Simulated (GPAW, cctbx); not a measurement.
# Bonding in Ca2Sb2Pb as X-rays see it

Question: by how much does bonding change the X-ray structure factors of Ca2Sb2Pb, and what does a routine refinement make of it?

The cell comes from substitution in a known structure type and wasn't matched to any measured phase. All numbers below are calculated.

## 1. Relax the structure

The density hangs on the geometry, so cell and atoms are relaxed first, with the symmetry held. The cutoff is set higher than for the density because stress converges slowly with plane waves.

Settings: GPAW 26.7.0, PBE, 570 eV, 5×5×5 k-points, Fermi–Dirac width 0.1 eV, BFGS to 0.03 eV/Å.

```text
cell
1.0
     0.000000000   -4.465000000    0.000000000
     4.465000000    0.000000000    0.000000000
    -2.232500000    2.232500000    7.357000000
Pb Sb Ca
1 2 2
Direct
0.000000000 0.000000000 0.000000000
0.360700000 0.360700000 0.721400000
0.639300000 0.639300000 0.278600000
0.250000000 0.750000000 0.500000000
0.750000000 0.250000000 0.500000000
```

```console
$ OMP_NUM_THREADS=1 mpirun -n 4 gpaw python run.py > gpaw.log
```

```text
BFGS:    0      -15.709593        4.120986
BFGS:    1      -16.425353        3.305170
BFGS:    2      -17.614748        1.543661
BFGS:    3      -18.064141        0.566665
...
BFGS:   19      -18.595776        0.105971
BFGS:   20      -18.599135        0.060049
BFGS:   21      -18.600127        0.024631
cell  5.5227 5.5227 6.9181  113.52 113.52 90.00
volume 174.169 A^3, largest force 0.032 eV/A, largest stress 0.03 GPa
```

The cell moved far, while the k-mesh and basis were chosen for the start, so the final shape may be somewhat biased.

After 21 steps the volume has changed by +18.7 % and the energy by -2.891 eV; the largest stress left is 0.03 GPa. It took 8.2 min on 4 cores of AMD EPYC 9R14 (Zen 4) (shared host), peak memory 1.8 GiB.

Relaxed structure: I4/mmm (no. 139), a = 5.5227 Å, b = 5.5227 Å, c = 11.4210 Å, α = 90.00°, β = 90.00°, γ = 90.00°.

```csv
atom,mult.,x,y,z
Pb1,2,0,0,0
Sb1,4,0,0,0.3770
Ca1,4,1/2,0,1/4
```

## 2. Density and charge transfer

X-rays see the whole electron density, so the PAW density is rebuilt with its core regions. Subtracting spherical free atoms from the same code cancels the cores and leaves the deformation density Δρ, the part due to bonding.

Settings: PBE, 450 eV, 5×5×5 k-points, Fermi–Dirac width 0.1 eV; primitive cell of 5 atoms.

```console
$ OMP_NUM_THREADS=1 mpirun -n 4 gpaw python run.py > gpaw.log
```

```text
|iter:   1|       0s |  -18.287216 | +0.41 |       |
|iter:   2|       1s |  -18.700403 | -0.33 | -1.40 |
|iter:   3|       2s |  -18.950759 | -1.03 | -1.43 |
...
|iter:  20|      21s |  -18.415318c| -7.09 | -6.18c|
|iter:  21|      22s |  -18.415318c| -7.33 | -6.15c|
|iter:  22|      22s |  -18.415318c| -7.53c| -6.25c|
```

```text
gpts.py:43: UserWarning: Initial realspace grid (28,28,35) inconsistent with symmetries.
gpts.py:43: UserWarning: Initial realspace grid (28,28,35) inconsistent with symmetries.
gpts.py:43: UserWarning: Initial realspace grid (28,28,35) inconsistent with symmetries.
gpts.py:43: UserWarning: Initial realspace grid (28,28,35) inconsistent with symmetries.
gpts.py:70: UserWarning: Using symmetrized grid: (35,35,35).
gpts.py:70: UserWarning: Using symmetrized grid: (35,35,35).
gpts.py:70: UserWarning: Using symmetrized grid: (35,35,35).
gpts.py:70: UserWarning: Using symmetrized grid: (35,35,35).
grid (70, 70, 70)  electrons 224.000  moved by bonding 0.985 e
deformation density beyond 0.5 A of the nuclei: max 0.108, min -0.043 e/A^3
atom        x       y       z   Voronoi charge  moment
Pb1    0.0000  0.0000  0.0000      0.205       0.00
Sb2    0.3770  0.3770  0.7540     -0.215       0.00
Sb3    0.6230  0.6230  0.2460     -0.215       0.00
Ca4    0.7500  0.2500  0.5000      0.112       0.00
Ca5    0.2500  0.7500  0.5000      0.112       0.00
mean inner potential of superposed free atoms 14.770 V
total magnetic moment 0.000 muB
```

Deformation density in a plane through the shortest contact of the Sb atom at the origin, in 0.01 e/Å³ (clipped at ±99); x from -1.6 to 4.4 Å, y from 2.4 down to -2.4 Å:

```text
  .   .   3  -2  -2  -1  -1  -1  -1  -1  -1  -2  -2   3   .   .
  4   2   1   0   0   0   0  -1  -1  -1   0   0   0   1   3   4
 -1   1   2   3   2   1   0   0   0   0   1   2   3   2   1  -1
 -1   1   4   5   3   1   0   0   0   0   1   3   5   4   1  -1
  0   1   3   2   0  -2  -2   1   1  -1  -2   0   2   3   1   0
  0  -1  -1  -3   .  -3  -2   4   4  -2  -3   .  -3  -1  -1   0
 -1  -2  -1   .   .   .  -2   6   6  -2   .   .   .  -1  -2  -1
  0  -1  -1  -3   .  -3  -2   4   4  -2  -3   .  -3  -1  -1   0
  0   1   3   2   0  -2  -1   1   1  -2  -2   0   2   3   1   0
 -1   1   4   5   3   1   0   0   0   0   1   3   5   4   1  -1
 -1   1   2   3   2   1   0   0   0   0   1   2   3   2   1  -1
  4   3   1   0   0   0  -1  -1  -1   0   0   0   0   1   2   4
  .   .   3  -2  -2  -1  -1  -1  -1  -1  -1  -2  -2   3   .   .
```

Atoms in or within 0.15 Å of the plane: Sb (0.0, 0.0), Sb (2.8, 0.0) Å. Dots mark points within about 0.45 Å of a nucleus; large values next to them are atomic features.

Sb gains most (-0.21 e) and Pb loses most (+0.20 e), which isn't the order of electronegativity: valence and coordination count too, and Voronoi cells cut space at the midplane whatever the atoms' sizes. Such charges fall far short of formal ones, since overlapping free atoms already put density on their neighbours. Along the shortest contact from the Sb atom at the map's origin, Sb–Sb at 2.81 Å, Δρ is +0.07 e/Å³ at the midpoint: a modest build-up. At the midpoints of other shortest contacts it is +0.04 (Sb–Ca, 3.12 Å) e/Å³. Point values carry grid noise of about 0.01 e/Å³. The run needed 22 iterations, 31 s.

## 3. Structure factors

The Fourier components of Δρ, added to those of the free atoms, give the static X-ray structure factors; the Mott–Bethe relation turns them into the Fourier components V of the potential that fast electrons feel.

```text
static structure factors of the conventional cell: F in electrons, V (Mott-Bethe) in volts
   h  k  l      d  |F| table  |F| free   |F| DFT   change   |V| free  |V| DFT  change %
   0  0  2  5.7105    90.726    90.315    89.555   -0.760     0.521    0.195    -62.6
   1  0  1  4.9719    19.929    19.741    19.280   -0.460     0.580    0.430    -25.8
   1  1  0  3.9051   267.150   266.940   267.095    0.155     4.226    4.195     -0.7
   1  1  2  3.2235   213.109   213.074   213.226    0.152     4.926    4.905     -0.4
   1  0  3  3.1344   263.921   263.877   264.235    0.358     5.024    4.977     -0.9
   0  0  4  2.8553    33.463    33.343    32.903   -0.441     0.741    0.789      6.4
   2  0  0  2.7614   369.899   369.902   369.582   -0.320     7.836    7.868      0.4
   2  0  2  2.4860    85.884    85.825    85.587   -0.238     0.266    0.286      7.3
   2  1  1  2.4140    21.837    21.755    22.144    0.388     0.291    0.321     10.2
   1  1  4  2.3049    78.688    78.768    79.035    0.267     2.864    2.846     -0.7
   1  0  5  2.1108   249.576   249.548   249.004   -0.543     3.953    3.985      0.8
   2  1  3  2.0720   237.358   237.328   236.860   -0.468     3.695    3.721      0.7
   2  0  4  1.9849    30.619    30.603    31.264    0.661     0.500    0.466     -6.8
   2  2  0  1.9526   332.374   332.352   332.196   -0.156     5.802    5.809      0.1
```

The largest X-ray change is -0.76 e on 002, 0.8 % of |F|. For electrons V goes as (Z − F)/g², so a change of F counts against Z − F, which is small at low angle and wherever the atoms' terms cancel: |V| of 002 moves by -62.6 % (0.52 to 0.20 V) against -0.8 % in |F|. These compare absolute values; so weak a component may also change sign. The last three rows still change by up to 0.66 e; the table stops while the angles are still low. The tabulated Hartree–Fock atoms differ from the free DFT atoms by up to 0.41 e, so the choice of reference atom matters too.

## 4. Refining ordinary atoms against data with bonding

Routine crystallography fits spherical atoms. To see the bias, intensities are simulated from tabulated atoms plus the DFT change ΔF, so that bonding alone can misfit (8008 reflections of the full sphere, merged to the counts below, to 0.45 Å, 1.5 % proportional noise plus counting noise, assumed isotropic U as listed, Δρ smeared by the mean U) and refined with cctbx over different ranges.

| range | data | R1 | GooF | U Pb1 (true 0.0048) | U Sb1 (true 0.0058) | U Ca1 (true 0.0081) | largest shift (Å) | Δρ max, min (e/Å³) |
| --- | --- | --- | --- | --- | --- | --- | --- | --- |
| all data | 628 | 0.0039 | 0.99 | 0.0048 | 0.0058 | 0.0081 | 0.0001 | 0.39, -0.31 |
| low resolution, d > 0.84 | 115 | 0.0031 | 1.05 | 0.0049 | 0.0059 | 0.0082 | 0.0001 | 0.29, -0.13 |
| high order, d < 0.75 | 470 | 0.0043 | 0.99 | 0.0048 | 0.0058 | 0.0081 | 0.0000 | 0.34, -0.37 |
| occupancies free, d > 0.7 | 186 | 0.0033 | 1.00 | 0.0048 | 0.0058 | 0.0082 | 0.0001 | 0.44, -0.13 |

With all data GooF is 0.99, so at this noise the bonding hardly shows; the top residual peak lies 1.98 Å from Sb and 2.33 Å from Pb. No U is off by more than 3 s.u. at low resolution. With Pb1 held at 1 and the scale free, the other occupancies refine to Sb1 0.999(0.001) and Ca1 1.001(0.002), within three s.u. of full.

## 5. Answer

Bonding moves 0.98 e in the primitive cell of Ca2Sb2Pb and changes the structure factors of the conventional cell in the table above by at most 0.76 e (002, 0.8 %), and among reflections above 2 % of the strongest by up to 2.3 % (101). The shortest bond, Sb–Sb, has Δρ = +0.07 e/Å³ at its midpoint. With all data GooF is 0.99, so at this noise the bonding hardly shows. Limits: static density, frozen cores, no spin–orbit coupling.

[Outputs are excerpts: Python notices, other lines and further rows are left out; steps that failed or that the build refused (PBEsol, TPSS) are not shown.]

[Logs are printed without paths, hosts, clocks, repeated set-up lines and the standing remarks that a program may print on its own settings, such as how far it seeks lower states.]
